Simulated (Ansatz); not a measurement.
# Antimonene monolayer in a perpendicular field, part 2 of 2

What dipole does a perpendicular field induce in the antimonene monolayer, and does the gap follow? A positive field points along +c.

Ansatz 0.2.0; plane-wave DFT, PBE-D3(BJ), Ansatz PAW.

So far. Step 2 (Relaxation): The lattice constant a goes from 4.120 to 4.067 Å.

## Step 3: Atoms held, field 0, start network

A sawtooth potential applies the field, turning back in the middle of the vacuum. With the dipole correction the typed value is the field outside the slab. The induced dipole is small, so the SCF threshold is tight.

The cell differs from the one that the last finished run ended in (c 34.250 → 19.651 Å).

input.yaml

```yaml
crystal:
  lattice:
    - [4.0671206228, 0.0, 0.0]
    - [-2.0335603114, 3.5222297796, 0.0]
    - [0.0, 0.0, 19.650983786]
  atoms:
    - { symbol: Sb, position: [0.6666666667, 0.3333333333, 0.4579923376] }
    - { symbol: Sb, position: [0.3333333333, 0.6666666667, 0.5420076624] }
kpoints:
  mp_grid: { grid: [12, 12, 1] }
  band_path:
    path: [[0, 0, 0], [0.5, 0, 0], [0.33333333, 0.33333333, 0], [0, 0, 0]]
    npoints: 16
hamiltonian:
  xc: pbe
  dispersion: d3bj
scf:
  occupations: { method: fermi_dirac, width: 0.02585 }
  convergence: { dr2_threshold: 1.0e-10 }
efield:
  axis: 3
  dipole_correction: true
  ramp_position: 0.97
  ramp_width: 0.06
  amplitude: 0
output:
  dos: { projected: true, e_range: [-6, 5] }
  write_potential: true
  write_density: true
  volumetric_format: npy
  elf: true
```

Started as:

```bash
ansatz run input.yaml --threads 2 --pin off --max-ram 3072MiB --backend cpu --events-out ev --progress --plain --runs-dir out
```

Numbers of over 12 decimals in the logs are rounded to 6 here.

The program printed:

```text
[...]
Crystal: 2 atoms, lattice volume = 281.507 Å³
Basis set: ecut = 420 eV, 5501 PW (Γ)
Bands: 19, of which v1, the nominal top of the filled ones, is band 15 counted from 1 (14 counted from 0)
Symmetry: 6 space group operations
k-points: 19 of 144 (time reversal used)
[...]
SCF iter   1: F=—  HF=-12969.289932 eV  |F-HF|=—  |Δ(HF+E_count)|=         —  Δρ=8.06e-4  dr2=3.15e-3  ethr=1.77e-3  p=0.000 e·Å  D=5.00e-14 V/Å  ΔV_dip=-0.00 eV  dr2_dipole=2.68e-8  V_vac-E_F(+/−)=4.25/4.25 eV  ⟨swp⟩=8.4  Hψ=2252  notcnv=0
efield: sawtooth ramp at fractional position 0.9700 (set: `efield.ramp_position`, or a place that a band, a saddle search or an elastic batch's reference lends), width 0.0600; the density the first Hamiltonian is built on has a dipole p = 0.000 e·Å; the dipole correction subtracts the counter field D = 5.00e-14 V/Å, which shifts the + side's vacuum level by -0.00 eV against the − side's; the planar-averaged density in the ramp window peaks in size at 3.6e-6 e/Å³
[...]
SCF iter   2: F=—  HF=-12969.290086 eV  |F-HF|=—  |Δ(HF+E_count)|=   1.54e-4  Δρ=5.06e-4  dr2=1.21e-3  ethr=1.05e-5  p=-0.000 e·Å  D=-5.39e-5 V/Å  ΔV_dip=0.00 eV  dr2_dipole=1.88e-7  V_vac-E_F(+/−)=4.18/4.18 eV  ⟨swp⟩=2.6  Hψ=889  notcnv=0
[...]
SCF iter  10: F=-12969.290809 eV  HF=-12969.290809 eV  |F-HF|=9.09e-12  |Δ(HF+E_count)|=  2.55e-11  Δρ=4.53e-8  dr2=6.30e-12  ethr=1.00e-12  p=-0.000 e·Å  D=-9.61e-8 V/Å  ΔV_dip=0.00 eV  dr2_dipole=3.72e-14  V_vac-E_F(+/−)=4.12/4.12 eV  ⟨swp⟩=4.3  Hψ=1042  notcnv=0
SCF 1 converged in 10 iterations: F = -12969.290809 eV  dr2 = 6.30e-12
[...]
NSCF: frozen V_eff on 49 k-points
efield: sawtooth ramp at fractional position 0.9700 (kept from the solve that this one continues, or follows in the run), width 0.0600; the density the first Hamiltonian is built on has a dipole p = -0.000 e·Å; the dipole correction subtracts the counter field D = -9.61e-8 V/Å, which shifts the + side's vacuum level by +0.00 eV against the − side's; the planar-averaged density in the ramp window peaks in size at 7.9e-9 e/Å³
WARN: The output density's exchange-correlation potential varies sharply where the density is thin. Do not read a vacuum level from v_tot or v_xc, or from such a field of the output density. On a cell that repeats whose density bears no net charge and no dipole along the vacuum's axis use v_es (v_loc + v_h of the components); under efield.dipole_correction with no amplitude use v_es + v_field, which holds any externa [...]
SCF converged after 10 iterations
Free energy (F): -12969.290809 eV
[...]
Internal energy: -12969.290809 eV  (E = F + TS)
E sigma→0 (E₀):  -12969.290809 eV
Fermi energy:    -1.075959 eV
Dipole field:    D = -0.000000 V/Å  (p = -0.000000 e·Å, saw-weighted, corrected)
Work function:   Φ+ = 4.1196 eV   Φ− = 4.1195 eV
Levels:          The Fermi level and band energies are counted from a zero that moves with the ramp; work functions are not
[...]
--- Band table (eV; the first three rows and the last of 19) ---
  k-point 0: bands = [... 11 lower, -8.1375, -2.4657, -1.6492, -1.6492, 0.0158, 1.1349, 1.1349, 2.5222]
  k-point 1: bands = [... 11 lower, -8.1272, -2.4299, -2.3968, -1.8279, 0.4815, 1.0564, 1.3023, 2.6329]
  k-point 2: bands = [... 11 lower, -8.1302, -3.5194, -2.3519, -2.2224, 0.0925, 1.6187, 1.6675, 2.8818]
  k-point 18: bands = [... 11 lower, -10.2352, -5.3327, -3.6056, -3.6056, -0.3302, 1.8416, 1.8416, 4.8790]
```

Run time: 15 s. Hardware: 2 threads of Intel Xeon at 2.70GHz, shared host; peak memory 0.52 GiB; 28 s of CPU time.

The column dr2 measures how far the density is from self-consistency, as an energy; F and HF (Harris–Foulkes) agree once it is small.

This step gave:

```yaml
gap_on_the_k_mesh: 1.175 eV
dipole_along_the_normal: -4.90e-7 e·Å
gap_along_the_path: 1.161 eV
smallest_direct_gap_along_the_path: 1.665 eV
ionisation_energy_upper_face: 4.693 eV
electron_affinity_upper_face: 3.532 eV
gap_the_smaller_of_path_and_mesh: 1.161 eV
```

Running mean over a fixed 2.8 Å (it still follows the layers) of the planar mean; the ramp of the sawtooth is left out. The electron's electrostatic potential energy less the Fermi level by z:

z (Å), electron's electrostatic potential energy less the Fermi level (eV) and a bar from the least value:
```
      3.0       4.12 ##############################
      3.5       4.12 ##############################
      4.0       4.12 ##############################
      4.5       4.12 ##############################
      5.0       4.11 ##############################
      5.5       4.09 ##############################
      6.0       4.03 ##############################
      6.5       3.78 #############################
      7.0       2.95 ##########################
      7.5       1.38 #####################
      8.0      -0.42 ################
      8.5      -2.12 ##########
      9.0      -3.76 #####
      9.5      -5.10 #
     10.0      -5.32 
     10.5      -4.23 ###
     11.0      -2.62 #########
     11.5      -0.95 ##############
     12.0       0.84 ####################
     12.5       2.54 #########################
     13.0       3.62 ############################
     13.5       3.98 ##############################
     14.0       4.08 ##############################
     14.5       4.11 ##############################
     15.0       4.12 ##############################
     15.5       4.12 ##############################
     16.0       4.12 ##############################
     16.5       4.12 ##############################
```

The density of states has structure finer than the step of the table below, so its rows give means over 0.25 eV, whole bins alone (the curve runs from -6 to 2.57 eV). Peaks (eV: height): -3.770: 11.8, -2.880: 3.08, -2.140: 4.02, -1.310: 6.63, 1.330: 6.11, 2.050: 3.62.

Density of states against energy, zero at the Fermi level of the run, which the smearing sets inside the gap; means over each step:

```csv
energy (eV),density of states (states/eV a cell)
-4.50,0
-4.25,0.190
-4.00,0.762
-3.75,3.58
-3.50,1.29
-3.25,0.769
-3.00,1.81
-2.75,1.63
-2.50,1.38
-2.25,2.36
-2.00,2.49
-1.75,1.88
-1.50,2.04
-1.25,3.21
-1.00,0.425
-0.75,0.291
-0.50,0.0160
-0.25,0
0.00,0
0.25,0
0.50,0.0126
0.75,0.975
1.00,2.10
1.25,3.19
1.50,1.40
1.75,0.716
2.00,2.09
2.25,2.83
```

Projected DOS per atom over height of the atomic layer and energy from the Fermi level. Layers: Sb Sb from below.

Ten even steps from '_' (0.00 states/eV) to '@' (1.39 states/eV), each cell a mean:
```
%%%%
****
----
@@@@
====
____
____
____
____
****
####
%%%%
####
++++
++++
====
%%%%
____
____
____
____
____
```
Columns: height of the atomic layer (Å) from 9 to 10.7; rows upwards: energy from the Fermi level (eV) from -5.96 to 2.5.

Electronic bands along the path, in eV, zero at the Fermi level of the run, which the smearing sets inside the gap:

```csv
point,band 12,band 13,band 14,band 15,band 16,band 17,band 18,band 19
Γ,-7.06,-1.39,-0.57,-0.57,1.09,2.21,2.21,3.60
halfway,-7.18,-3.33,-1.56,-1.28,0.70,2.86,2.90,4.20
M,-8.47,-3.71,-2.22,-2.19,1.01,1.71,2.92,4.37
halfway,-8.59,-3.85,-2.81,-2.21,1.31,2.34,2.58,4.84
K,-9.16,-4.26,-2.53,-2.53,0.75,2.92,2.92,5.96
halfway,-7.30,-3.36,-2.51,-1.25,1.52,2.11,3.19,4.54
Γ,-7.06,-1.39,-0.57,-0.57,1.09,2.21,2.21,3.60
```

The electronic bands as a text plot (rows in eV, shown from -8.6 to 3.6 only):

```
    3.3 |+                                  +++++++++++++       +
    2.8 |      ++++++++++++++++++++ ++++++++             ++++
    2.3 |++++++      ++++         +++       +++     +++++    ++++
    1.8 |                +++++++++             +++++     ++++++
    1.3 |+++++++               ++ +++        ++++   +++++    ++++
    0.8 |       +++++++++++++++      ++++++++
    0.3 |
   -0.2 |
   -0.7 |******                                             *****
   -1.2 |*************                           ****************
   -1.7 |    **    *******                   ****      **   *
   -2.2 |      *        ***************** ***         *   **
   -2.7 |       *                ************      *** ***
   -3.2 |        ***                         **********
   -3.8 |           *****************        ***
   -4.3 |                            ********
   -4.8 |
   -5.3 |
   -5.8 |
   -6.3 |
   -6.8 |   ****                                          ***
   -7.3 |***    ******                             *******   ****
   -7.8 |             ****                      ***
   -8.3 |                 *********          ***
         Γ                   M           K                      Γ
```

ELF in the ca plane at fractional y = 0.333, with atoms of Sb within 0.2 Å of it. It is the smooth field of the valence electrons, not physical close to the nuclei.

Ten even steps from '0' (0.00) to '9' (0.85), each cell a mean:
```
00000000000000000124788654566544321000000000
00000000000000001257997532345432100000000000
00000000000000001368996300134320000000000000
00000000000000001479995200033310000000000000
00000000000000001368996310134321000000000000
00000000000000000247897533345432110000000000
00000000000000000024677655566555432100000000
00000000000000000000134444565556764210000000
00000000000000000000000112454457876310000000
00000000000000000000001123455457775310000000
00000000000000000001234555566556654210000000
```
Columns run along c (16.0 Å, from fractional 0.00 to 0.81 of the cell), rows up along a (4.1 Å). Atoms in or near the plane, at fractional coordinates: Sb at (0.46, 0.67).

Electrostatic potential energy in the ca plane at fractional y = 0.333, with atoms of Sb within 0.2 Å of it. With pseudopotentials it is smooth inside the atoms' cores, unlike the true potential.

Values in eV, 6 rows by 16 columns, each cell a mean:
```
  3   3   3   3   3   3   3   2 -10 -16  -2   1   3   3   3   3
  3   3   3   3   3   3   3   1 -22 -26  -6   2   3   3   3   3
  3   3   3   3   3   3   3   1 -20 -25  -5   2   3   3   3   3
  3   3   3   3   3   3   3   2  -6 -10  -2   0   3   3   3   3
  3   3   3   3   3   3   3   3   1   0  -5  -2   2   3   3   3
  3   3   3   3   3   3   3   3   1  -1  -4  -2   2   3   3   3
```
Columns run along c (16.0 Å, from fractional 0.00 to 0.81 of the cell; values clipped at the 3rd and 97th percentile), rows up along a (4.1 Å). Atoms in or near the plane, at fractional coordinates: Sb at (0.46, 0.67).

Valence density in the ca plane at fractional y = 0.333, with atoms of Sb within 0.2 Å of it. It is the smooth field of the valence electrons, not physical close to the nuclei.

Values in units of 1e0 e/Å³, 6 rows by 16 columns, each cell a mean:
```
0.0 0.0 0.0 0.0 0.0 0.0 0.0 0.1 0.5 0.8 0.2 0.1 0.0 0.0 0.0 0.0
0.0 0.0 0.0 0.0 0.0 0.0 0.0 0.1 3.5 8.2 0.3 0.0 0.0 0.0 0.0 0.0
0.0 0.0 0.0 0.0 0.0 0.0 0.0 0.1 2.3 5.1 0.2 0.0 0.0 0.0 0.0 0.0
0.0 0.0 0.0 0.0 0.0 0.0 0.0 0.0 0.3 0.4 0.2 0.1 0.0 0.0 0.0 0.0
0.0 0.0 0.0 0.0 0.0 0.0 0.0 0.0 0.1 0.1 0.2 0.2 0.0 0.0 0.0 0.0
0.0 0.0 0.0 0.0 0.0 0.0 0.0 0.0 0.1 0.2 0.2 0.1 0.0 0.0 0.0 0.0
```
Columns run along c (16.0 Å, from fractional 0.00 to 0.81 of the cell), rows up along a (4.1 Å). Atoms in or near the plane, at fractional coordinates: Sb at (0.46, 0.67).

The gap is 1.16 eV, with the valence edge 4.69 eV and the conduction edge 3.53 eV under the upper vacuum level. Spin-orbit coupling, left out in this run, matters for the bands of elements this heavy.

## Step 4: Atoms held, field 0.1 V/Å

input.yaml: that of step 3 with these lines changed.

```diff
@@ -22,7 +22,6 @@
   dipole_correction: true
-  ramp_position: 0.97
-  ramp_width: 0.06
-  amplitude: 0
+  ramp_position: 0.9537
+  ramp_width: 0.0926
+  amplitude: 0.1
 output:
-  dos: { projected: true, e_range: [-6, 5] }
   write_potential: true
@@ -30,2 +29 @@
   volumetric_format: npy
-  elf: true
```

The program printed:

```text
[...]
Crystal: 2 atoms, lattice volume = 281.507 Å³
Basis set: ecut = 420 eV, 5501 PW (Γ)
Bands: 19, of which v1, the nominal top of the filled ones, is band 15 counted from 1 (14 counted from 0)
Symmetry: 6 space group operations
k-points: 19 of 144 (time reversal used)
[...]
--- Band table (eV; the first three rows and the last of 19) ---
  k-point 0: bands = [... 11 lower, -8.1383, -2.4668, -1.6500, -1.6500, 0.0145, 1.1341, 1.1341, 2.3544]
  k-point 1: bands = [... 11 lower, -8.1281, -2.4322, -2.3964, -1.8288, 0.4801, 1.0550, 1.3015, 2.4585]
  k-point 2: bands = [... 11 lower, -8.1310, -3.5203, -2.3528, -2.2233, 0.0914, 1.6179, 1.6630, 2.7250]
  k-point 18: bands = [... 11 lower, -10.2352, -5.3336, -3.6111, -3.6018, -0.3311, 1.8400, 1.8409, 4.8713]
[key lines of the parts left out:]
SCF converged after 10 iterations
Free energy (F): -12969.292611 eV
Fermi energy:    -1.076895 eV
Dipole field:    D = 0.023171 V/Å  (p = 0.036047 e·Å, saw-weighted, corrected)
```

It took 14 s on 2 threads; peak memory 0.48 GiB; 27 s of CPU time.

The dipole is 0.0360 e·Å, and the gap 1.160 eV.

## Step 5: Single point, field -0.1 V/Å

input.yaml: that of step 4 with these lines changed.

```diff
@@ -24,3 +24,3 @@
   ramp_width: 0.0926
-  amplitude: 0.1
+  amplitude: -0.1
 output:
```

The program printed:

```text
[...]
Crystal: 2 atoms, lattice volume = 281.507 Å³
Basis set: ecut = 420 eV, 5501 PW (Γ)
Bands: 19, of which v1, the nominal top of the filled ones, is band 15 counted from 1 (14 counted from 0)
Symmetry: 6 space group operations
k-points: 19 of 144 (time reversal used)
[...]
--- Band table (eV; the first three rows and the last of 19) ---
  k-point 0: bands = [... 11 lower, -8.1383, -2.4668, -1.6500, -1.6500, 0.0145, 1.1341, 1.1341, 2.3544]
  k-point 1: bands = [... 11 lower, -8.1281, -2.4322, -2.3964, -1.8288, 0.4801, 1.0550, 1.3015, 2.4585]
  k-point 2: bands = [... 11 lower, -8.1310, -3.5203, -2.3528, -2.2233, 0.0914, 1.6179, 1.6630, 2.7250]
  k-point 18: bands = [... 11 lower, -10.2352, -5.3336, -3.6111, -3.6018, -0.3311, 1.8400, 1.8409, 4.8713]
[key lines of the parts left out:]
SCF converged after 10 iterations
Free energy (F): -12969.292611 eV
Fermi energy:    -1.076895 eV
Dipole field:    D = -0.023171 V/Å  (p = -0.036047 e·Å, saw-weighted, corrected)
```

It took 13 s on 2 threads; peak memory 0.49 GiB.

The dipole is -0.0360 e·Å, and the gap 1.160 eV.

## Step 6: Response, atoms held

This step: plane-wave DFT, PBE-D3(BJ), Ansatz PAW; response to a field along the normal, atoms held (Ansatz 0.2.0).

The dipoles give the slope, and the difference of two potentials shows where the field is screened.

This step gave:

| Item | Value |
| --- | --- |
| equivalent conductor thickness p/(ε₀AE) | 4.553 Å |
| distance between the outer atoms | 1.651 Å |

Table of dipole of the cell by applied field:

```csv
applied field (V/Å),dipole of the cell (e·Å)
-0.1000,-0.0360
0.0000,-4.9e-7
0.1000,0.0360
```

Local field over the applied field, running mean. From the potentials at -0.1 and 0.1 V/Å; running mean over 2.5 Å. Table of local field over applied field by z:

z (Å), local field over applied field and a bar:
```
      4.5      0.995 ##############################
      5.0      0.987 ##############################
      5.5      0.968 #############################
      6.0      0.925 ############################
      6.5      0.840 #########################
      7.0      0.703 #####################
      7.5      0.535 ################
      8.0      0.359 ###########
      8.5      0.196 ######
      9.0      0.075 ##
      9.5      0.016 
     10.0      0.010 
     10.5      0.050 #
     11.0      0.154 ####
     11.5      0.307 #########
     12.0      0.482 ##############
     12.5      0.654 ####################
     13.0      0.803 ########################
     13.5      0.905 ###########################
     14.0      0.958 #############################
     14.5      0.983 ##############################
     15.0      0.993 ##############################
     15.5      0.997 ##############################
```

Electrons, planar mean, per unit field. Table of induced electron density by z:

z (Å), induced electron density (e/Å³ per V/Å) and a bar from the least value:
```
     4.08    0.00001 ###############
     4.37    0.00002 ###############
     4.66    0.00003 ###############
     4.95    0.00006 ###############
     5.39    0.00013 ################
     5.68    0.00022 ################
     5.97    0.00036 #################
     6.26    0.00059 ##################
     6.55    0.00094 ####################
     6.84    0.00146 ######################
     7.13    0.00213 #########################
     7.42    0.00283 #############################
     7.86    0.00314 ##############################
     8.15    0.00230 ##########################
     8.44    0.00120 #####################
     8.73    0.00103 ####################
     9.02    0.00094 ####################
     9.32    0.00055 ##################
     9.61    0.00029 ################
    10.04   -0.00029 ##############
    10.34   -0.00055 ############
    10.63   -0.00094 ##########
    10.92   -0.00103 ##########
    11.21   -0.00120 #########
    11.50   -0.00230 ####
    11.79   -0.00314 
    12.23   -0.00283 #
    12.52   -0.00213 #####
    12.81   -0.00146 ########
    13.10   -0.00094 ##########
    13.39   -0.00059 ############
    13.68   -0.00036 #############
    13.97   -0.00022 ##############
    14.27   -0.00013 ##############
    14.70   -0.00006 ###############
    14.99   -0.00003 ###############
    15.28   -0.00002 ###############
    15.58   -0.00001 ###############
```

The smaller of the gaps on the path and on the k-mesh, counted as 0 under 0.03 eV. The gap stays at 1.16 eV for applied field from -0.1 to 0.1 V/Å.

By hand: between -0.1 and 0.1 V/Å the dipole changes by 0.07209 e·Å, a slope of 0.3605 e·Å²/V. A perfect conductor of thickness t has p = ε₀AEt, so t = 180.95 × 0.3605 / 14.325 = 4.55 Å (e/ε₀ = 180.95 V·Å, A in Å²).

The induced dipole is that of a conductor 4.55 Å thick.

## Step 7: Outcome

* gap without field: 1.16 eV
* ionisation energy, upper face: 4.69 eV
* electron affinity, upper face: 3.53 eV
* equivalent conductor thickness, atoms held: 4.55 Å

What this shows: The induced dipole equals that of a perfect conductor 4.55 Å thick, while the outer atoms lie 1.65 Å apart; an out-of-plane ε follows only once a thickness t is chosen, by 1 − 1/ε = 4.55 Å / t. The gap stays within 0.01 eV of 1.16 eV over the fields run, up to 0.1 V/Å in size. Semilocal functionals give gaps that are too small, and excitons are not included. Spin-orbit coupling is left out, which matters for the bands of elements this heavy.

[Logs are printed without paths, hosts, clocks, repeated set-up lines and the standing remarks that a program may print on its own settings, such as how far it seeks lower states.]

[Hosts, paths, dates, database ids (printed as entryN), source tags and the programs' standing remarks are cut or masked in the printed files.]

[Maps of the electrostatic potential energy from Ansatz leave out the sawtooth potential of an applied field or a dipole correction, so their vacuum need not be flat; planar profiles and work functions include it.]

[The density of states shown here was stored with 400 of the rows of the run's finer table, so its peaks can read low, often by over a quarter, or be missed, and its means over a window can be off by a tenth or more.]
